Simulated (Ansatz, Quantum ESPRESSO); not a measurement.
# Band line-up of the GaP/MgS(110) superlattice, 5 + 5 layers, a = 5.493 Å, part 3 of 7

Wanted: the band alignment of the GaP/MgS(110) superlattice, 5 + 5 layers, a = 5.493 Å.

Quantum ESPRESSO 7.5; plane-wave DFT, LDA, GBRV ultrasoft pseudopotentials; cross-check by Ansatz 0.2.0 with PAW datasets.

So far. Step 3 (SCF with pw.x of bulk GaP): The run needed 10 iterations to bring the estimated error under 1e-07 Ry.

## 7. Self-consistent run of bulk MgS

System of this step: MgS, zinc blende at a = 5.493 Å. Symmetry: F-43m, No. 216, cubic system. The conventional cell has a = 5.493 Å, b = 5.493 Å, c = 5.493 Å, α = 90.00°, β = 90.00°, γ = 90.00°. Nearest to Mg lie 4 S at 2.38 Å. Nearest to S lie 4 Mg at 2.38 Å. Farther neighbours and most contacts between anions are not listed.

b.in

```
&control
  prefix = 'b'
  outdir = './out'
  pseudo_dir = './pseudo'
  calculation = 'scf'
  tprnfor = .true.
/
&system
  ibrav = 0
  nat = 4
  ntyp = 2
  ecutwfc = 40
  ecutrho = 200
  occupations = 'smearing'
  smearing = 'fd'
  degauss = 0.002
/
&electrons
  conv_thr = 1e-07
  mixing_beta = 0.5
  electron_maxstep = 120
/
ATOMIC_SPECIES
  Mg  24.3050  mg_lda_v1.4.uspp.F.UPF
  S   32.0600  s_lda_v1.4.uspp.F.UPF
CELL_PARAMETERS angstrom
  5.49300000000000 0.00000000000000 0.00000000000000
  0.00000000000000 3.88413754905771 0.00000000000000
  0.00000000000000 0.00000000000000 3.88413754905771
ATOMIC_POSITIONS crystal
  Mg  0.000000000000 0.000000000000 0.000000000000
  S   0.250000000000 0.500000000000 0.000000000000
  Mg  0.500000000000 0.500000000000 0.500000000000
  S   0.750000000000 0.000000000000 0.500000000000
K_POINTS automatic
  6 8 8 0 0 0
```

Started as:

```
$ OMP_NUM_THREADS=1 mpirun -n 4 pw.x -nk 4 -in b.in > b.out
```

Log:

```text
[banner, memory and clock lines left out]
Program PWSCF v.7.5 starts

          URL

     Found identity + ( -0.5000  0.5000  0.5000) symmetry
     This is a supercell, fractional translations are disabled
     Message from routine setup:
     using ibrav=0 with symmetry is DISCOURAGED, use correct ibrav instead

     G-vector sticks info

     bravais-lattice index     =            0
     lattice parameter (alat)  =      10.3803  a.u.
     unit-cell volume          =     559.2364 (a.u.)^3
     number of atoms/cell      =            4
     number of atomic types    =            2
     number of electrons       =        32.00
     number of Kohn-Sham states=           20
     kinetic-energy cutoff     =      40.0000  Ry
     charge density cutoff     =     200.0000  Ry
     scf convergence threshold =      1.0E-07
     mixing beta               =       0.5000
     number of iterations used =            8  plain     mixing
     Exchange-correlation=  SLA  PZ   NOGX NOGC
                           (   1   1   0   0   0   0   0)

     celldm(1)=  10.380266  celldm(2)=   0.000000  celldm(3)=   0.000000
     celldm(4)=   0.000000  celldm(5)=   0.000000  celldm(6)=   0.000000

     crystal axes: (cart. coord. in units of alat)
               a(1) = (   1.000000   0.000000   0.000000 )
               a(2) = (   0.000000   0.707107   0.000000 )
               a(3) = (   0.000000   0.000000   0.707107 )

     reciprocal axes: (cart. coord. in units 2 pi/alat)
               b(1) = (  1.000000  0.000000  0.000000 )
               b(2) = (  0.000000  1.414214  0.000000 )
               b(3) = (  0.000000  0.000000  1.414214 )

     PseudoPot. # 1 for Mg read from file:
     ./pseudo/mg_lda_v1.4.uspp.F.UPF
     Pseudo is Ultrasoft, Zval = 10.0
     Generated by new atomic code, or converted to UPF format
     Using radial grid of  821 points,  7 beta functions with:
                l(1) =   0
                l(2) =   0
                l(3) =   0
                l(4) =   1
                l(5) =   1
                l(6) =   2
                l(7) =   2
     Q(r) pseudized with  8 coefficients,  rinner =    1.200   1.200   1.200
                                                       1.200   1.200

     PseudoPot. # 2 for S  read from file:
     ./pseudo/s_lda_v1.4.uspp.F.UPF
     Pseudo is Ultrasoft + core correction, Zval =  6.0
     Generated by new atomic code, or converted to UPF format
     Using radial grid of  907 points,  6 beta functions with:
                l(1) =   0
                l(2) =   0
                l(3) =   1
                l(4) =   1
                l(5) =   2
                l(6) =   2
     Q(r) pseudized with  8 coefficients,  rinner =    1.300   1.300   1.300
                                                       1.300   1.300

     atomic species   valence    mass     pseudopotential
     Mg               10.00    24.30500     Mg( 1.00)
     S                 6.00    32.06000     S ( 1.00)

      8 Sym. Ops. (no inversion) found

   Cartesian axes

     site n.     atom                  positions (alat units)
         1        Mg     tau(   1) = (   0.0000000   0.0000000   0.0000000  )
         2        S      tau(   2) = (   0.2500000   0.3535534   0.0000000  )
         3        Mg     tau(   3) = (   0.5000000   0.3535534   0.3535534  )
         4        S      tau(   4) = (   0.7500000   0.0000000   0.3535534  )

     number of k points=    60  Fermi-Dirac smearing, width (Ry)=  0.0020
                       cart. coord. in units 2pi/alat
        k(    1) = (   0.0000000   0.0000000   0.0000000), wk =   0.0052083
        k(    2) = (   0.0000000   0.0000000   0.1767767), wk =   0.0208333
        k(    3) = (   0.0000000   0.0000000   0.3535534), wk =   0.0208333
        k(    4) = (   0.0000000   0.0000000   0.5303301), wk =   0.0208333
        k(    5) = (   0.0000000   0.0000000  -0.7071068), wk =   0.0104167
        k(    6) = (   0.0000000   0.1767767   0.1767767), wk =   0.0208333
        k(    7) = (   0.0000000   0.1767767   0.3535534), wk =   0.0416667
        k(    8) = (   0.0000000   0.1767767   0.5303301), wk =   0.0416667
        k(    9) = (   0.0000000   0.1767767  -0.7071068), wk =   0.0208333
        k(   10) = (   0.0000000   0.3535534   0.3535534), wk =   0.0208333
        k(   11) = (   0.0000000   0.3535534   0.5303301), wk =   0.0416667
        k(   12) = (   0.0000000   0.3535534  -0.7071068), wk =   0.0208333
        k(   13) = (   0.0000000   0.5303301   0.5303301), wk =   0.0208333
        k(   14) = (   0.0000000   0.5303301  -0.7071068), wk =   0.0208333
        k(   15) = (   0.0000000  -0.7071068  -0.7071068), wk =   0.0052083
        k(   16) = (   0.1666667   0.0000000   0.0000000), wk =   0.0104167
        k(   17) = (   0.1666667   0.0000000   0.1767767), wk =   0.0416667
        k(   18) = (   0.1666667   0.0000000   0.3535534), wk =   0.0416667
        k(   19) = (   0.1666667   0.0000000   0.5303301), wk =   0.0416667
        k(   20) = (   0.1666667   0.0000000  -0.7071068), wk =   0.0208333
        k(   21) = (   0.1666667   0.1767767   0.1767767), wk =   0.0416667
        k(   22) = (   0.1666667   0.1767767   0.3535534), wk =   0.0833333
        k(   23) = (   0.1666667   0.1767767   0.5303301), wk =   0.0833333
        k(   24) = (   0.1666667   0.1767767  -0.7071068), wk =   0.0416667
        k(   25) = (   0.1666667   0.3535534   0.3535534), wk =   0.0416667
        k(   26) = (   0.1666667   0.3535534   0.5303301), wk =   0.0833333
        k(   27) = (   0.1666667   0.3535534  -0.7071068), wk =   0.0416667
        k(   28) = (   0.1666667   0.5303301   0.5303301), wk =   0.0416667
        k(   29) = (   0.1666667   0.5303301  -0.7071068), wk =   0.0416667
        k(   30) = (   0.1666667  -0.7071068  -0.7071068), wk =   0.0104167
        k(   31) = (   0.3333333   0.0000000   0.0000000), wk =   0.0104167
        k(   32) = (   0.3333333   0.0000000   0.1767767), wk =   0.0416667
        k(   33) = (   0.3333333   0.0000000   0.3535534), wk =   0.0416667
        k(   34) = (   0.3333333   0.0000000   0.5303301), wk =   0.0416667
        k(   35) = (   0.3333333   0.0000000  -0.7071068), wk =   0.0208333
        k(   36) = (   0.3333333   0.1767767   0.1767767), wk =   0.0416667
        k(   37) = (   0.3333333   0.1767767   0.3535534), wk =   0.0833333
        k(   38) = (   0.3333333   0.1767767   0.5303301), wk =   0.0833333
        k(   39) = (   0.3333333   0.1767767  -0.7071068), wk =   0.0416667
        k(   40) = (   0.3333333   0.3535534   0.3535534), wk =   0.0416667
[...]
k = 0.3333 0.0000 0.5303 (  2379 PWs)   bands (ev):

   -69.2331 -69.2330 -36.6801 -36.6796 -36.6773 -36.6770 -36.6767 -36.6766
    -7.3199  -7.0800   0.2488   0.5447   2.6139   3.0473   3.2392   3.2911
     8.8439   9.3247  10.3006  11.3527

          k = 0.3333 0.0000-0.7071 (  2374 PWs)   bands (ev):

   -69.2330 -69.2330 -36.6802 -36.6802 -36.6770 -36.6770 -36.6768 -36.6768
    -7.1494  -7.1494   0.1885   0.1885   2.9572   2.9572   3.2102   3.2102
     9.0660   9.0660  10.7251  10.7251

          k = 0.3333 0.1768 0.1768 (  2396 PWs)   bands (ev):

   -69.2331 -69.2330 -36.6794 -36.6779 -36.6776 -36.6772 -36.6768 -36.6764
    -7.6303  -7.1358   0.8967   1.8250   2.3018   2.7336   2.9624   3.4608
     8.7163   9.0591  10.2788  11.0024

          k = 0.3333 0.1768 0.3536 (  2391 PWs)   bands (ev):

   -69.2331 -69.2330 -36.6796 -36.6787 -36.6778 -36.6771 -36.6769 -36.6765
    -7.4724  -7.0766   0.6833   1.2353   2.1209   2.8470   2.8759   3.4019
     9.2938   9.3389  10.5383  11.1148

          k = 0.3333 0.1768 0.5303 (  2388 PWs)   bands (ev):

   -69.2330 -69.2330 -36.6800 -36.6796 -36.6776 -36.6770 -36.6770 -36.6768
    -7.2718  -7.0467   0.3506   0.6100   2.3294   2.9357   2.9796   3.1687
     9.2143   9.6646  10.0021  10.6953

          k = 0.3333 0.1768-0.7071 (  2388 PWs)   bands (ev):

   -69.2330 -69.2330 -36.6801 -36.6801 -36.6772 -36.6772 -36.6769 -36.6769
    -7.1093  -7.1093   0.2803   0.2803   2.7162   2.7162   3.0488   3.0488
     9.2898   9.2898  10.3451  10.3451

          k = 0.3333 0.3536 0.3536 (  2388 PWs)   bands (ev):

   -69.2331 -69.2330 -36.6794 -36.6789 -36.6783 -36.6774 -36.6771 -36.6767
    -7.3271  -7.0111   0.8110   1.1109   1.6193   2.4095   2.8817   3.2215
     9.3826   9.7998  10.6182  10.8552

          k = 0.3333 0.3536 0.5303 (  2380 PWs)   bands (ev):

   -69.2330 -69.2330 -36.6797 -36.6795 -36.6783 -36.6776 -36.6771 -36.6770
    -7.1468  -6.9677   0.6366   0.7512   1.6774   2.3020   2.8876   2.9207
     8.9500   9.3000  10.5725  10.9392

          k = 0.3333 0.3536-0.7071 (  2386 PWs)   bands (ev):

   -69.2330 -69.2330 -36.6798 -36.6798 -36.6778 -36.6778 -36.6772 -36.6772
    -7.0088  -7.0088   0.5242   0.5242   2.0801   2.0801   2.8231   2.8231
     8.8998   8.8998  10.6817  10.6818

          k = 0.3333 0.5303 0.5303 (  2379 PWs)   bands (ev):

   -69.2330 -69.2330 -36.6796 -36.6796 -36.6786 -36.6780 -36.6774 -36.6773
    -6.9996  -6.8984   0.7867   0.9016   1.2893   1.9548   2.5495   2.7032
     8.4908   8.8191  10.6278  10.9471

          k = 0.3333 0.5303-0.7071 (  2376 PWs)   bands (ev):

   -69.2330 -69.2330 -36.6797 -36.6797 -36.6783 -36.6783 -36.6775 -36.6775
    -6.9022  -6.9022   0.7568   0.7568   1.6879   1.6879   2.4589   2.4589
     8.4862   8.4862  10.6234  10.6235

          k = 0.3333-0.7071-0.7071 (  2372 PWs)   bands (ev):

   -69.2330 -69.2330 -36.6798 -36.6798 -36.6782 -36.6782 -36.6777 -36.6777
    -6.8560  -6.8560   0.7764   0.7764   1.7974   1.7974   2.1262   2.1262
     8.3676   8.3676  10.4413  10.4413

          k =-0.5000 0.0000 0.0000 (  2396 PWs)   bands (ev):

   -69.2331 -69.2331 -36.6783 -36.6783 -36.6769 -36.6769 -36.6769 -36.6769
    -7.4827  -7.4827   1.6456   1.6456   2.9308   2.9308   2.9308   2.9308
     8.7468   8.7468  10.0894  10.0894

          k =-0.5000 0.0000 0.1768 (  2408 PWs)   bands (ev):

   -69.2331 -69.2331 -36.6785 -36.6785 -36.6769 -36.6769 -36.6769 -36.6769
    -7.4369  -7.4369   1.3979   1.3979   2.9177   2.9177   2.9697   2.9697
     9.0018   9.0018  10.4194  10.4194

          k =-0.5000 0.0000 0.3536 (  2386 PWs)   bands (ev):

   -69.2331 -69.2331 -36.6793 -36.6793 -36.6769 -36.6769 -36.6768 -36.6768
    -7.3211  -7.3211   0.8072   0.8072   2.9964   2.9964   3.0675   3.0675
     9.2034   9.2034  10.7354  10.7354

          k =-0.5000 0.0000 0.5303 (  2378 PWs)   bands (ev):

   -69.2330 -69.2330 -36.6800 -36.6800 -36.6768 -36.6768 -36.6768 -36.6768
    -7.1969  -7.1969   0.2608   0.2608   3.1432   3.1432   3.1714   3.1714
     8.9457   8.9457  10.8859  10.8860

          k =-0.5000 0.0000-0.7071 (  2388 PWs)   bands (ev):

   -69.2330 -69.2330 -36.6804 -36.6804 -36.6768 -36.6768 -36.6768 -36.6768
    -7.1426  -7.1426   0.0467   0.0467   3.2165   3.2165   3.2165   3.2165
     8.7611   8.7611  11.1376  11.1376

          k =-0.5000 0.1768 0.1768 (  2392 PWs)   bands (ev):

   -69.2331 -69.2331 -36.6787 -36.6787 -36.6772 -36.6772 -36.6767 -36.6767
    -7.3918  -7.3918   1.2823   1.2823   2.6116   2.6116   3.1530   3.1530
     9.3729   9.3729  10.6495  10.6495

          k =-0.5000 0.1768 0.3536 (  2382 PWs)   bands (ev):

   -69.2330 -69.2330 -36.6792 -36.6792 -36.6773 -36.6773 -36.6767 -36.6767
    -7.2780  -7.2780   0.8510   0.8510   2.5089   2.5089   3.2307   3.2307
     9.7165   9.7165  10.4814  10.4814

          k =-0.5000 0.1768 0.5303 (  2388 PWs)   bands (ev):

   -69.2330 -69.2330 -36.6799 -36.6799 -36.6772 -36.6772 -36.6768 -36.6768
    -7.1562  -7.1562   0.3547   0.3547   2.6826   2.6826   3.2040   3.2040
     9.3946   9.3946  10.4667  10.4668

          k =-0.5000 0.1768-0.7071 (  2376 PWs)   bands (ev):

   -69.2330 -69.2330 -36.6802 -36.6802 -36.6771 -36.6771 -36.6769 -36.6769
    -7.1030  -7.1030   0.1506   0.1506   2.8409   2.8409   3.1262   3.1262
     9.2146   9.2146  10.4251  10.4251

          k =-0.5000 0.3536 0.3536 (  2390 PWs)   bands (ev):

   -69.2330 -69.2330 -36.6793 -36.6793 -36.6779 -36.6779 -36.6768 -36.6768
    -7.1696  -7.1696   0.8611   0.8611   1.9808   1.9808   3.1917   3.1917
     9.9056   9.9056  10.6059  10.6060

          k =-0.5000 0.3536 0.5303 (  2396 PWs)   bands (ev):

   -69.2330 -69.2330 -36.6796 -36.6796 -36.6780 -36.6780 -36.6770 -36.6770
    -7.0540  -7.0540   0.6093   0.6093   1.9604   1.9604   3.0008   3.0009
     9.5765   9.5765  10.4358  10.4358

          k =-0.5000 0.3536-0.7071 (  2396 PWs)   bands (ev):

   -69.2330 -69.2330 -36.6799 -36.6799 -36.6778 -36.6778 -36.6771 -36.6771
    -7.0037  -7.0037   0.4465   0.4465   2.1049   2.1049   2.8424   2.8424
     9.5336   9.5336  10.1533  10.1533

          k =-0.5000 0.5303 0.5303 (  2378 PWs)   bands (ev):

   -69.2330 -69.2330 -36.6795 -36.6795 -36.6785 -36.6785 -36.6773 -36.6773
    -6.9455  -6.9455   0.8639   0.8639   1.4933   1.4933   2.6415   2.6415
     9.2023   9.2023  10.9862  10.9863

          k =-0.5000 0.5303-0.7071 (  2384 PWs)   bands (ev):

   -69.2330 -69.2330 -36.6796 -36.6796 -36.6785 -36.6785 -36.6775 -36.6775
    -6.8985  -6.8985   0.8563   0.8563   1.5316   1.5316   2.3889   2.3889
     9.0962   9.0962  11.0195  11.0195

          k =-0.5000-0.7071-0.7071 (  2352 PWs)   bands (ev):

   -69.2330 -69.2330 -36.6795 -36.6795 -36.6786 -36.6786 -36.6777 -36.6777
    -6.8530  -6.8530   1.0403   1.0403   1.4545   1.4545   2.0427   2.0427
     8.9708   8.9709  11.8638  11.8638

     the Fermi energy is     4.4820 ev

!    total energy              =    -298.72231028 Ry
     estimated scf accuracy    <       0.00000002 Ry
     smearing contrib. (-TS)   =      -0.00000000 Ry
     internal energy E=F+TS    =    -298.72231028 Ry

     The total energy is F=E-TS. E is the sum of the following terms:
     one-electron contribution =    -223.11237064 Ry
     hartree contribution      =     113.05879368 Ry
     xc contribution           =     -49.98758852 Ry
     ewald contribution        =    -138.68114481 Ry

     convergence has been achieved in   8 iterations

     Forces acting on atoms (cartesian axes, Ry/au):

     atom    1 type  1   force =     0.00000000    0.00000000    0.00000000
     atom    2 type  2   force =     0.00000167    0.00000000    0.00000000
     atom    3 type  1   force =     0.00000000    0.00000000    0.00000000
     atom    4 type  2   force =    -0.00000167    0.00000000    0.00000000

     Total force =     0.000002     Total SCF correction =     0.000014
     SCF correction compared to forces is large: reduce conv_thr to get better values

     XML data file, charge density, pseudopotentials, collected wavefunctions

                                        0.00s GPU  (     652 calls)
```

Run time: 11 s. Hardware: 4 MPI ranks of AMD EPYC 7R32 (Zen 2), shared host; peak memory 0.39 GiB; 43 s of CPU time.

Read from the output:

| Property | Result |
| --- | --- |
| free energy | -4064.3241 eV |
| Fermi energy | 4.482 eV |

(Continued in part 4 of 7.)

[Logs are printed without paths, hosts, clocks, repeated set-up lines and the standing remarks that a program may print on its own settings, such as how far it seeks lower states.]

[Hosts, paths, dates, database ids (printed as entryN), source tags and the programs' standing remarks are cut or masked in the printed files.]

[Maps of the electrostatic potential energy from Ansatz leave out the sawtooth potential of an applied field or a dipole correction, so their vacuum need not be flat; planar profiles and work functions include it.]
